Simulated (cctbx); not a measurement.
# From intensities to atoms

Cell a = 6.9430 Å, b = 6.9430 Å, c = 5.7280 Å, α = 90.00°, β = 90.00°, γ = 120.00°; space group P6_3/mmc (no. 194); content Hf2 Eu2 Te6.

Simulated single-crystal data (cctbx): Cu Kα, λ = 1.54184 Å, to d = 0.83 Å, 70 % of the full sphere, strongest reflection 20000 counts, noise from counting, a 3 % proportional error and a noise floor of 2 counts (s.d.); no absorption.

Charge flipping in P1 on normalised amplitudes to 0.83 Å, δ = 1.1 σ, 20 % of the reflections treated as weak, 300 cycles:

```text
cycle      R  skewness
    0  0.578     0.27
   25  0.494     2.58
   50  0.464     2.66
   75  0.479     2.69
  100  0.454     2.63
  125  0.465     2.76
  150  0.475     2.58
  175  0.460     2.60
  200  0.463     2.50
  225  0.465     2.60
  250  0.481     2.82
  275  0.471     2.67
origin shift          correlation  skewness
 0.685  0.562  0.440      0.946      4.31
 0.185  0.563  0.441      0.944      3.92
 0.684  0.062  0.440      0.944      4.34
 0.184  0.060  0.440      0.946      5.46
taken: symmetry correlation 0.946, skewness 5.46
peak      x       y       z  mult  height/sigma
Q1    0.1758  0.3516  0.2500    6     13.2
Q2    0.0000  0.0000  0.0000    2      8.5
Q3    0.3333  0.6667  0.7500    2      6.8
Q4    0.0798  0.1597  0.1555   12      1.8
Q5    0.0801  0.1602  0.6531   12      1.6
Q6    0.1778  0.3556  0.7500    6      1.3
Q7    0.0000  0.5000  0.0000    6      1.2
Q8    0.0290  0.5145  0.7500    6      1.1
```

The origin is taken among those within 0.04 of the best correlation, by the skewness of the map.

Run time: 0.55 s on 1 thread of Arm Neoverse V2, on a shared host, peak memory 0.07 GiB.

**Question.** Which peaks are atoms, and which elements?

Heights follow Z only loosely here, so the multiplicities, which must add up to the content, decide. First model: Q1 = Te1 (6 in the cell, height 13.2), Q2 = Hf1 (2 in the cell, height 8.5) and Q3 = Eu1 (2 in the cell, height 6.8). Against the true structure, Q1 is Te, Q2 is Hf and Q3 is Eu; the other peaks are not atoms.

Least squares on F², isotropic:

```text
Rint 0.028, 103 unique reflections to 0.83 A
cycle     R1     wR2    GooF  max shift (A)
   1  0.0577  0.1259   7.281   0.00025
   2  0.0063  0.0137   0.792   0.00000
final R1 0.0063 wR2 0.0137 GooF 0.792  parameters 4  data/parameter 25.8
atom        x        y        z      Ueq    occ   su(xyz)  su(Uiso or U11)
Te1    0.17578  0.35156  0.25000   0.0113  1.000  0.00004  0.0001
Hf1    0.00000  0.00000  0.00000   0.0125  1.000  0.00000  0.0001
Eu1    0.33333  0.66667  0.75000   0.0135  1.000  0.00000  0.0001
difference map: max 0.30 min -0.36 rms 0.10
Q1    0.1742  0.5871  0.2500    6    0.32  1.64 A from Te1
Q2    0.0768  0.1536  0.6425   12    0.26  1.23 A from Hf1
Q3    0.0000  0.2269  0.0000   12    0.25  1.58 A from Hf1
Q4    0.2510  0.5021  0.1420   12    0.25  1.10 A from Te1
Q5    0.0879  0.1758  0.1483   12    0.22  1.21 A from Te1
```

Anisotropic refinement:

```text
Rint 0.028, 103 unique reflections to 0.83 A
cycle     R1     wR2    GooF  max shift (A)
   1  0.0063  0.0137   0.811   0.00006
   2  0.0059  0.0134   0.792   0.00000
final R1 0.0059 wR2 0.0134 GooF 0.792  parameters 8  data/parameter 12.9
atom        x        y        z      Ueq    occ   su(xyz)  su(Uiso or U11)
Te1    0.17578  0.35155  0.25000   0.0113  1.000  0.00004  0.0001
Hf1    0.00000  0.00000  0.00000   0.0125  1.000  0.00000  0.0001
Eu1    0.33333  0.66667  0.75000   0.0135  1.000  0.00000  0.0001
difference map: max 0.30 min -0.39 rms 0.10
Q1    0.1774  0.5887  0.2500    6    0.32  1.64 A from Te1
Q2    0.0000  0.2276  0.0000   12    0.25  1.58 A from Hf1
Q3    0.0741  0.1483  0.6390   12    0.25  1.20 A from Hf1
Q4    0.2513  0.5026  0.1405   12    0.24  1.10 A from Te1
Q5    0.0879  0.1759  0.1479   12    0.22  1.21 A from Te1
Q6    0.1668  0.5834  0.6442   12    0.20  1.17 A from Eu1
```

**Reading.** The refinement ends at R1 = 0.0059, wR2 = 0.0134, GooF = 0.79, with difference density between -0.39 and 0.30 e/Å³. Every site matches the true model in element, within 0.001 Å r.m.s., up to an allowed shift of origin.

True model:

| atom | mult. | x | y | z | Ueq (Å²) |
| --- | --- | --- | --- | --- | --- |
| Hf1 | 2 | 0 | 0 | 1/2 | 0.0128 |
| Eu1 | 2 | 1/3 | 2/3 | 3/4 | 0.0138 |
| Te1 | 6 | 0.1758 | 0.8242 | 1/4 | 0.0115 |

The model is made up (kin elements in a known structure type, no relaxation), so it says nothing on whether the phase exists.

[Middle refinement cycles are left out of these outputs.]

[Logs are printed without paths, hosts, clocks, repeated set-up lines and the standing remarks that a program may print on its own settings, such as how far it seeks lower states.]
